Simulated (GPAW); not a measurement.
**The basis that the transmission of a Ta chain with a Cu atom on top of one atom needs**

Wanted: the zero-bias transmission of a Ta chain with a Cu atom on top of one atom on a ladder of levels, with run times.

Program: GPAW 26.7.0. Level of theory: GPAW LCAO, PAW setups; Landauer transmission from Green's functions with principal layers (ASE), zero bias. Results are calculated unless marked as measured.

## 1. Set-up

The cell holds 16 atoms: 15 Ta and 1 Cu. Cell: a = 9.000 Å, b = 9.000 Å, c = 36.000 Å, α = 90.0°, β = 90.0°, γ = 90.0°. Regions: left lead, 7 atoms (7 Ta); channel, 2 atoms (1 Ta and 1 Cu); right lead, 7 atoms (7 Ta). Vacuum lies along a and b. The structure is stacked along c, and the current runs across the ab planes.

## 2. GPAW, dzp

Localised orbitals split the wire into layers that couple to their neighbours alone, which is what the Green's function method needs; double zeta with polarisation is the usual level for numbers.

run.py

```python
import json
import numpy as np
from ase import Atoms
from ase.transport.calculators import TransportCalculator
from gpaw import GPAW, FermiDirac
from gpaw.lcao.tools import get_lcao_hamiltonian
from scipy.linalg import eigh

# The junction with lead layers at both ends, along the third cell vector
device = Atoms(
    ['Ta', 'Ta', 'Ta', 'Ta', 'Ta', 'Ta', 'Ta', 'Ta', 'Cu', 'Ta', 'Ta', 'Ta', 'Ta', 'Ta', 'Ta', 'Ta'],
    positions=[
        [4.50000, 4.50000, 1.20000],
        [4.50000, 4.50000, 3.60000],
        [4.50000, 4.50000, 6.00000],
        [4.50000, 4.50000, 8.40000],
        [4.50000, 4.50000, 10.80000],
        [4.50000, 4.50000, 13.20000],
        [4.50000, 4.50000, 15.60000],
        [4.50000, 4.50000, 18.00000],
        [6.71400, 4.50000, 18.00000],
        [4.50000, 4.50000, 20.40000],
        [4.50000, 4.50000, 22.80000],
        [4.50000, 4.50000, 25.20000],
        [4.50000, 4.50000, 27.60000],
        [4.50000, 4.50000, 30.00000],
        [4.50000, 4.50000, 32.40000],
        [4.50000, 4.50000, 34.80000]],
    cell=[[9.0, 0.0, 0.0], [0.0, 9.0, 0.0], [0.0, 0.0, 36.0]],
    pbc=True)

# One principal layer of the lead: the first 5 atoms of the device
lead = Atoms(
    ['Ta', 'Ta', 'Ta', 'Ta', 'Ta'],
    positions=[
        [4.50000, 4.50000, 1.20000],
        [4.50000, 4.50000, 3.60000],
        [4.50000, 4.50000, 6.00000],
        [4.50000, 4.50000, 8.40000],
        [4.50000, 4.50000, 10.80000]],
    cell=[[9.0, 0.0, 0.0], [0.0, 9.0, 0.0], [0.0, 0.0, 12.0]],
    pbc=True)

settings = dict(mode='lcao', basis='dzp', xc='PBE', h=0.2,
                occupations=FermiDirac(0.1), maxiter=250,
                mixer=dict(beta=0.1, nmaxold=8, weight=100.0),
                convergence=dict(density=0.0001))
energies = np.arange(-2, 2 + 1e-9, 0.05)
eta = 0.0001
n1, n2 = 1, 1
# k and -k transmit alike, so half of the mesh across the current serves
mesh = [(i, j) for i in range(n1) for j in range(n2) if (i, j) <= (-i % n1, -j % n2)]
weights = np.array([1 if (i, j) == (-i % n1, -j % n2) else 2 for i, j in mesh]) / (n1 * n2)

# [... helper functions left out ...]
fermi_lead = ground_state(lead, (1, 1, 10), 'lead.txt')
fermi_device = ground_state(device, (1, 1, 2), 'device.txt')
# [... loop over the mesh left out, but for ...]
        # Shift the lead onto the potential of the device's first layer
        shift = ((H[:, 0, 0] - H0[:, 0, 0]) / S0[0, 0]).real.mean()
# [...]
kT = 8.617333e-5 * 77
bias = [0.1, 0.2, 0.5, 1.0, 1.5, 2.0]
# [... integrals and printing left out ...]
```

The run is started by

```console
$ OMP_NUM_THREADS=1 OPENBLAS_NUM_THREADS=1 python run.py
```

Output:

```text
basis functions: device 450, principal layer 145
Fermi level: lead -2.2740 eV, device -2.2071 eV; lead shifted by -0.0110 eV
largest coupling past the next layer 9.06e-08 eV, largest misfit of the first layer 0.026 eV
  E-E_F (eV)   T (one spin)  [channel counts left out]
    -2.000    1.3248e+00
    -1.950    1.6832e+00
    -1.900    1.8974e+00
    -1.850    2.1646e+00
    -1.800    2.3491e+00
    -1.750    2.4846e+00
    -1.700    2.8942e+00
    -1.650    2.8663e+00
    -1.600    2.9327e+00
    -1.550    3.0038e+00
    -1.500    3.0670e+00
    -1.450    3.1197e+00
    -1.400    3.2037e+00
    -1.350    3.1663e+00
    -1.300    3.1858e+00
    -1.250    3.1941e+00
[...]
1.650    3.9598e+00
     1.700    3.9672e+00
     1.750    3.9703e+00
     1.800    3.9694e+00
     1.850    3.9539e+00
     1.900    3.9397e+00
     1.950    3.9128e+00
     2.000    3.8599e+00
conductance at 77 K: 5.0003 G0 a cell; thermopower -0.1708 uV/K
current from the zero-bias T(E) at 0.1 V: 38.641 uA
current from the zero-bias T(E) at 0.2 V: 77.195 uA
current from the zero-bias T(E) at 0.5 V: 189.66 uA
current from the zero-bias T(E) at 1.0 V: 351.86 uA
current from the zero-bias T(E) at 1.5 V: 507.18 uA
current from the zero-bias T(E) at 2.0 V: 666.86 uA
```

Elapsed: 3 min, on 1 thread of Arm Neoverse V2, shared host; peak memory 1.5 GiB.

This step gave:

| Property | Result |
| --- | --- |
| conductance | 5.000 G₀ |
| largest coupling past the next principal layer | 9.06e-8 eV |
| largest misfit of the first principal layer | 0.02576 eV |
| shift that aligns the lead | -0.01103 eV |
| basis functions of the junction | 450 |
| basis functions of a principal layer | 145 |
| transmission at the Fermi level (one spin) | 5.008 |

One spin. Transmission, zone mean against energy, zero at the Fermi level:

energy (eV), transmission, zone mean and a bar from the least value:
```
   -2.000       1.32 
   -1.800       2.35 ########
   -1.600       2.93 ############
   -1.400       3.20 ###############
   -1.200       3.19 ###############
   -1.000       3.15 ##############
   -0.800       3.04 #############
   -0.600       3.00 #############
   -0.400       3.36 ################
   -0.200       4.85 ###########################
    0.000       5.01 #############################
    0.200       4.93 ############################
    0.400       4.91 ############################
    0.600       4.98 ############################
    0.800       5.13 #############################
    0.950       5.19 ##############################
    1.000       5.19 ##############################
    1.200       4.84 ###########################
    1.400       3.94 ####################
    1.600       3.95 ####################
    1.800       3.97 #####################
    2.000       3.86 ####################
```

Not self-consistent under bias; the bias window is split evenly. The current through one cell, from the zero-bias transmission by bias:

| bias (V) | current through one cell, from the zero-bias transmission (mA) |
| --- | --- |
| 0.100 | 0.0386 |
| 0.200 | 0.0772 |
| 0.500 | 0.190 |
| 1.000 | 0.352 |
| 1.500 | 0.507 |
| 2.000 | 0.667 |

The transmission of the three most open eigenchannels by energy, zero at the Fermi level:

| energy (eV) | channel 1 | channel 2 | channel 3 |
| --- | --- | --- | --- |
| -2.000 | 0.852 | 0.312 | 0.161 |
| -1.800 | 0.957 | 0.919 | 0.473 |
| -1.600 | 0.998 | 0.976 | 0.701 |
| -1.400 | 0.998 | 0.985 | 0.859 |
| -1.200 | 0.998 | 0.989 | 0.936 |
| -1.000 | 0.998 | 0.991 | 0.976 |
| -0.800 | 0.999 | 0.994 | 0.993 |
| -0.600 | 0.999 | 0.998 | 0.994 |
| -0.400 | 0.999 | 0.996 | 0.996 |
| -0.200 | 0.999 | 0.997 | 0.996 |
| 0.000 | 0.999 | 0.997 | 0.996 |
| 0.200 | 0.999 | 0.996 | 0.995 |
| 0.400 | 0.999 | 0.995 | 0.995 |
| 0.600 | 0.999 | 0.993 | 0.992 |
| 0.800 | 0.999 | 0.994 | 0.992 |
| 1.000 | 0.999 | 0.993 | 0.992 |
| 1.200 | 0.999 | 0.994 | 0.992 |
| 1.400 | 0.999 | 0.995 | 0.987 |
| 1.600 | 0.999 | 0.998 | 0.990 |
| 1.800 | 0.999 | 0.996 | 0.992 |
| 2.000 | 0.999 | 0.990 | 0.945 |

Couplings past the next layer reach 9.1e-8 eV, small enough to drop; the matrix elements of the cell's first layer differ from the bulk lead's by up to 0.026 eV. That layer keeps its own values in the calculation, and only beyond it is the lead taken as perfect. The Fermi levels of lead and junction count from different zeros of potential, one for each periodic cell; with both set to zero, the small remaining shift is what aligns them. Without spin-orbit coupling, which is large for these atoms, channel counts and T are those of the scalar-relativistic bands. By hand: G = 5.000 × 77.48 μS = 387 μS, a resistance of 2.58 kΩ; at 0.1 V a linear junction would pass 38.7 μA, and the integral over the bias window gives 38.6 μA.

## 3. GPAW, szp: basis = "szp(dzp)"

One radial function a shell plus polarisation makes the matrices smaller; the question is what that costs.

Changes to run.py since step 2:

```diff
@@ -43,3 +43,3 @@
 
-settings = dict(mode='lcao', basis='dzp', xc='PBE', h=0.2,
+settings = dict(mode='lcao', basis='szp(dzp)', xc='PBE', h=0.2,
                 occupations=FermiDirac(0.1), maxiter=250,
```

Output:

```text
basis functions: device 249, principal layer 80
Fermi level: lead -2.3114 eV, device -2.2447 eV; lead shifted by -0.0094 eV
largest coupling past the next layer 9.07e-08 eV, largest misfit of the first layer 0.019 eV
  E-E_F (eV)   T (one spin)  [channel counts left out]
    -2.000    1.5693e+00
    -1.950    1.7990e+00
    -1.900    2.0248e+00
    -1.850    2.2289e+00
    -1.800    2.4110e+00
    -1.750    2.5569e+00
    -1.700    3.6702e+00
    -1.650    2.9220e+00
    -1.600    2.9754e+00
    -1.550    3.0394e+00
    -1.500    3.0956e+00
    -1.450    3.1411e+00
    -1.400    3.1755e+00
    -1.350    3.1987e+00
    -1.300    3.2140e+00
    -1.250    3.2215e+00
[...]
1.650    3.9641e+00
     1.700    3.9673e+00
     1.750    3.9657e+00
     1.800    3.9584e+00
     1.850    3.9466e+00
     1.900    3.9276e+00
     1.950    3.8953e+00
     2.000    3.8179e+00
conductance at 77 K: 5.0034 G0 a cell; thermopower -0.7186 uV/K
current from the zero-bias T(E) at 0.1 V: 38.498 uA
current from the zero-bias T(E) at 0.2 V: 76.915 uA
current from the zero-bias T(E) at 0.5 V: 189.78 uA
current from the zero-bias T(E) at 1.0 V: 351.36 uA
current from the zero-bias T(E) at 1.5 V: 506.17 uA
current from the zero-bias T(E) at 2.0 V: 665.78 uA
```

The job ended after 1.9 min (1 thread; peak memory 1.4 GiB).

Numbers from this step:

```yaml
conductance: 5.003 G₀
largest_coupling_past_the_next_principal_layer: 9.07e-8 eV
largest_misfit_of_the_first_principal_layer: 0.01907 eV
shift_that_aligns_the_lead: -0.009408 eV
basis_functions_of_the_junction: 249
basis_functions_of_a_principal_layer: 80
transmission_at_the_fermi_level_one_spin: 5.023
```

One spin. Table of transmission, zone mean by energy, zero at the Fermi level:

| energy (eV) | transmission, zone mean |
| --- | --- |
| -2.000 | 1.57 |
| -1.800 | 2.41 |
| -1.700 | 3.67 |
| -1.600 | 2.98 |
| -1.400 | 3.18 |
| -1.200 | 3.22 |
| -1.000 | 3.18 |
| -0.800 | 3.06 |
| -0.600 | 3.00 |
| -0.400 | 3.32 |
| -0.200 | 4.87 |
| 0.000 | 5.02 |
| 0.200 | 4.95 |
| 0.400 | 4.92 |
| 0.600 | 4.96 |
| 0.800 | 5.09 |
| 1.000 | 5.19 |
| 1.050 | 5.19 |
| 1.200 | 5.06 |
| 1.400 | 3.99 |
| 1.600 | 3.96 |
| 1.800 | 3.96 |
| 2.000 | 3.82 |

Not self-consistent under bias; the bias window is split evenly. Table of current through one cell, from the zero-bias transmission by bias:

| bias (V) | current through one cell, from the zero-bias transmission (mA) |
| --- | --- |
| 0.100 | 0.0385 |
| 0.200 | 0.0769 |
| 0.500 | 0.190 |
| 1.000 | 0.351 |
| 1.500 | 0.506 |
| 2.000 | 0.666 |

The transmission of the three most open eigenchannels by energy, zero at the Fermi level:

| energy (eV) | channel 1 | channel 2 | channel 3 |
| --- | --- | --- | --- |
| -2.00 | 0.925 | 0.337 | 0.307 |
| -1.85 | 0.959 | 0.746 | 0.524 |
| -1.70 | 0.997 | 0.986 | 0.975 |
| -1.60 | 0.998 | 0.981 | 0.774 |
| -1.45 | 0.998 | 0.987 | 0.870 |
| -1.30 | 0.998 | 0.990 | 0.929 |
| -1.15 | 0.998 | 0.991 | 0.964 |
| -1.05 | 0.998 | 0.992 | 0.978 |
| -0.90 | 0.998 | 0.994 | 0.991 |
| -0.75 | 0.999 | 0.997 | 0.995 |
| -0.60 | 0.999 | 0.999 | 0.996 |
| -0.50 | 0.999 | 0.998 | 0.996 |
| -0.35 | 0.999 | 0.996 | 0.995 |
| -0.20 | 0.999 | 0.997 | 0.997 |
| -0.05 | 0.999 | 0.997 | 0.995 |
| 0.00 | 0.999 | 0.997 | 0.997 |
| 0.05 | 0.999 | 0.997 | 0.996 |
| 0.20 | 0.999 | 0.997 | 0.995 |
| 0.35 | 0.999 | 0.996 | 0.996 |
| 0.50 | 0.999 | 0.995 | 0.995 |
| 0.60 | 0.999 | 0.994 | 0.993 |
| 0.75 | 0.999 | 0.993 | 0.990 |
| 0.90 | 0.999 | 0.993 | 0.992 |
| 1.05 | 0.999 | 0.993 | 0.993 |
| 1.15 | 0.999 | 0.993 | 0.992 |
| 1.30 | 0.999 | 0.993 | 0.989 |
| 1.45 | 0.999 | 0.995 | 0.983 |
| 1.60 | 0.999 | 0.997 | 0.992 |
| 1.70 | 0.999 | 0.997 | 0.996 |
| 1.85 | 0.999 | 0.996 | 0.984 |
| 2.00 | 0.999 | 0.966 | 0.952 |

The conductance equals that of the dzp run to 0.2 %.

## 4. Minimal basis

The minimal basis is the cheapest rung: no second zeta and no polarisation.

Changes to run.py since step 3:

```diff
@@ -43,3 +43,3 @@
 
-settings = dict(mode='lcao', basis='szp(dzp)', xc='PBE', h=0.2,
+settings = dict(mode='lcao', basis='sz(dzp)', xc='PBE', h=0.2,
                 occupations=FermiDirac(0.1), maxiter=250,
```

Output:

```text
basis functions: device 201, principal layer 65
Fermi level: lead -2.3284 eV, device -2.2561 eV; lead shifted by -0.0105 eV
largest coupling past the next layer 9.07e-08 eV, largest misfit of the first layer 0.015 eV
  E-E_F (eV)   T (one spin)  [channel counts left out]
    -2.000    1.9140e+00
    -1.950    2.0950e+00
    -1.900    2.2656e+00
[...]
1.950    3.8270e+00
     2.000    3.7049e+00
conductance at 77 K: 5.007 G0 a cell; thermopower 0.02461 uV/K
current from the zero-bias T(E) at 0.1 V: 38.77 uA
current from the zero-bias T(E) at 0.2 V: 77.437 uA
current from the zero-bias T(E) at 0.5 V: 190 uA
current from the zero-bias T(E) at 1.0 V: 352.83 uA
current from the zero-bias T(E) at 1.5 V: 508.09 uA
current from the zero-bias T(E) at 2.0 V: 667.45 uA
```

The job ended after 84 s (1 thread; peak memory 1.4 GiB).

Numbers from this step:

```yaml
conductance: 5.007 G₀
largest_misfit_of_the_first_principal_layer: 0.01523 eV
shift_that_aligns_the_lead: -0.01049 eV
basis_functions_of_the_junction: 201
basis_functions_of_a_principal_layer: 65
transmission_at_the_fermi_level_one_spin: 5.009
```

One spin. Transmission, zone mean against energy, zero at the Fermi level:

| energy (eV) | transmission, zone mean |
| --- | --- |
| -2.00 | 1.91 |
| -1.90 | 2.27 |
| -1.80 | 2.56 |
| -1.70 | 3.68 |
| -1.55 | 3.11 |
| -1.45 | 3.16 |
| -1.35 | 3.19 |
| -1.25 | 3.20 |
| -1.15 | 3.18 |
| -1.05 | 3.15 |
| -0.90 | 3.08 |
| -0.80 | 3.03 |
| -0.70 | 3.00 |
| -0.60 | 3.01 |
| -0.50 | 3.13 |
| -0.40 | 3.38 |
| -0.25 | 3.88 |
| -0.15 | 4.98 |
| -0.05 | 5.00 |
| 0.00 | 5.01 |
| 0.05 | 5.00 |
| 0.15 | 4.96 |
| 0.25 | 4.93 |
| 0.40 | 4.93 |
| 0.50 | 4.94 |
| 0.60 | 4.97 |
| 0.70 | 5.03 |
| 0.80 | 5.11 |
| 0.90 | 5.18 |
| 1.05 | 5.25 |
| 1.10 | 5.25 |
| 1.15 | 5.24 |
| 1.25 | 5.14 |
| 1.35 | 4.69 |
| 1.45 | 3.97 |
| 1.55 | 3.96 |
| 1.70 | 3.96 |
| 1.80 | 3.94 |
| 1.90 | 3.88 |
| 2.00 | 3.70 |

The conductance equals that of the dzp run to 0.2 %.

## 5. revPBE in the dzp basis: xc = "revPBE"

Back in the dzp basis, the functional changes from PBE to revPBE, to set the spread between functionals beside that between bases.

Changes to run.py since step 4:

```diff
@@ -43,3 +43,3 @@
 
-settings = dict(mode='lcao', basis='sz(dzp)', xc='PBE', h=0.2,
+settings = dict(mode='lcao', basis='dzp', xc='revPBE', h=0.2,
                 occupations=FermiDirac(0.1), maxiter=250,
```

Output:

```text
basis functions: device 450, principal layer 145
Fermi level: lead -2.2011 eV, device -2.1312 eV; lead shifted by -0.0186 eV
largest coupling past the next layer 8.85e-08 eV, largest misfit of the first layer 0.024 eV
  E-E_F (eV)   T (one spin)  [channel counts left out]
    -2.000    1.4059e+00
    -1.950    1.6256e+00
    -1.900    1.8877e+00
[...]
1.950    3.9163e+00
     2.000    3.8947e+00
conductance at 77 K: 4.999 G0 a cell; thermopower 0.1657 uV/K
current from the zero-bias T(E) at 0.1 V: 38.757 uA
current from the zero-bias T(E) at 0.2 V: 77.375 uA
current from the zero-bias T(E) at 0.5 V: 189.73 uA
current from the zero-bias T(E) at 1.0 V: 351.49 uA
current from the zero-bias T(E) at 1.5 V: 506.31 uA
current from the zero-bias T(E) at 2.0 V: 665.45 uA
```

The job ended after 3.2 min (1 thread; peak memory 1.5 GiB).

This step gave:

* conductance: 4.999 G₀
* largest coupling past the next principal layer: 8.85e-8 eV
* largest misfit of the first principal layer: 0.02422 eV
* shift that aligns the lead: -0.01856 eV
* basis functions of the junction: 450
* basis functions of a principal layer: 145
* transmission at the Fermi level (one spin): 4.997

The conductance equals that of the dzp run to 0.2 %.

## 6. Cost and result by level

Times are for 1 thread of Arm Neoverse V2, shared host. Results by setting:

| no. | run | conductance (G₀) | time | memory (GiB) |
| --- | --- | --- | --- | --- |
| 1 | dzp | 5.000 | 3 min | 1.5 |
| 2 | szp | 5.003 | 1.9 min | 1.4 |
| 3 | sz | 5.007 | 84 s | 1.4 |
| 4 | dzp revPBE | 4.999 | 3.2 min | 1.5 |

## 7. Comparison

The curves are compared point by point over the common energies.

This step: comparison of transmission and cost over codes and levels (GPAW 26.7.0).

Ladder, by row:

| step | code | T at the Fermi level (sum over the listed spins) | conductance (G0) | r.m.s. T(E) from the first | wall time (s) | peak memory (GiB) | threads |
| --- | --- | --- | --- | --- | --- | --- | --- |
| dzp | GPAW | 5.008 | 5 | 0 | 180.5 | 1.47 | 1 |
| szp | GPAW | 5.023 | 5.003 | 0.1327 | 116.4 | 1.4 | 1 |
| sz | GPAW | 5.009 | 5.007 | 0.2178 | 84.07 | 1.35 | 1 |
| dzp-revPBE | GPAW | 4.997 | 4.999 | 0.02915 | 191.8 | 1.47 | 1 |

Transmission, zone mean, sum over the listed spins against energy, zero at the Fermi level:

| energy (eV) | dzp | szp | sz | dzp-revPBE |
| --- | --- | --- | --- | --- |
| -2.00 | 1.32 | 1.57 | 1.91 | 1.41 |
| -1.85 | 2.16 | 2.23 | 2.42 | 2.11 |
| -1.70 | 2.89 | 3.67 | 3.68 | 3.02 |
| -1.50 | 3.07 | 3.10 | 3.14 | 3.08 |
| -1.35 | 3.17 | 3.20 | 3.19 | 3.19 |
| -1.20 | 3.19 | 3.22 | 3.19 | 3.20 |
| -1.05 | 3.16 | 3.19 | 3.15 | 3.17 |
| -0.90 | 3.10 | 3.12 | 3.08 | 3.10 |
| -0.70 | 3.00 | 3.01 | 3.00 | 3.00 |
| -0.55 | 3.04 | 3.02 | 3.05 | 3.04 |
| -0.40 | 3.36 | 3.32 | 3.38 | 3.34 |
| -0.25 | 3.86 | 3.84 | 3.88 | 3.85 |
| -0.10 | 5.00 | 5.01 | 4.99 | 4.95 |
| 0.00 | 5.01 | 5.02 | 5.01 | 5.00 |
| 0.10 | 4.96 | 4.99 | 4.98 | 4.97 |
| 0.25 | 4.92 | 4.94 | 4.93 | 4.92 |
| 0.40 | 4.91 | 4.92 | 4.93 | 4.90 |
| 0.55 | 4.95 | 4.94 | 4.95 | 4.93 |
| 0.70 | 5.05 | 5.02 | 5.03 | 5.02 |
| 0.90 | 5.18 | 5.15 | 5.18 | 5.15 |
| 0.95 | 5.19 | 5.18 | 5.21 | 5.16 |
| 1.05 | 5.17 | 5.19 | 5.25 | 5.14 |
| 1.20 | 4.84 | 5.06 | 5.21 | 4.82 |
| 1.35 | 3.93 | 4.17 | 4.69 | 3.92 |
| 1.50 | 3.94 | 3.94 | 3.95 | 3.94 |
| 1.70 | 3.97 | 3.97 | 3.96 | 3.96 |
| 1.85 | 3.95 | 3.95 | 3.92 | 3.95 |
| 2.00 | 3.86 | 3.82 | 3.70 | 3.89 |

[end of part 1 of 2]

[Logs are printed without paths, hosts, clocks, repeated set-up lines and the standing remarks that a program may print on its own settings, such as how far it seeks lower states.]

[Hosts, paths, dates, database ids (printed as entryN), source tags and the programs' standing remarks are cut or masked in the printed files.]
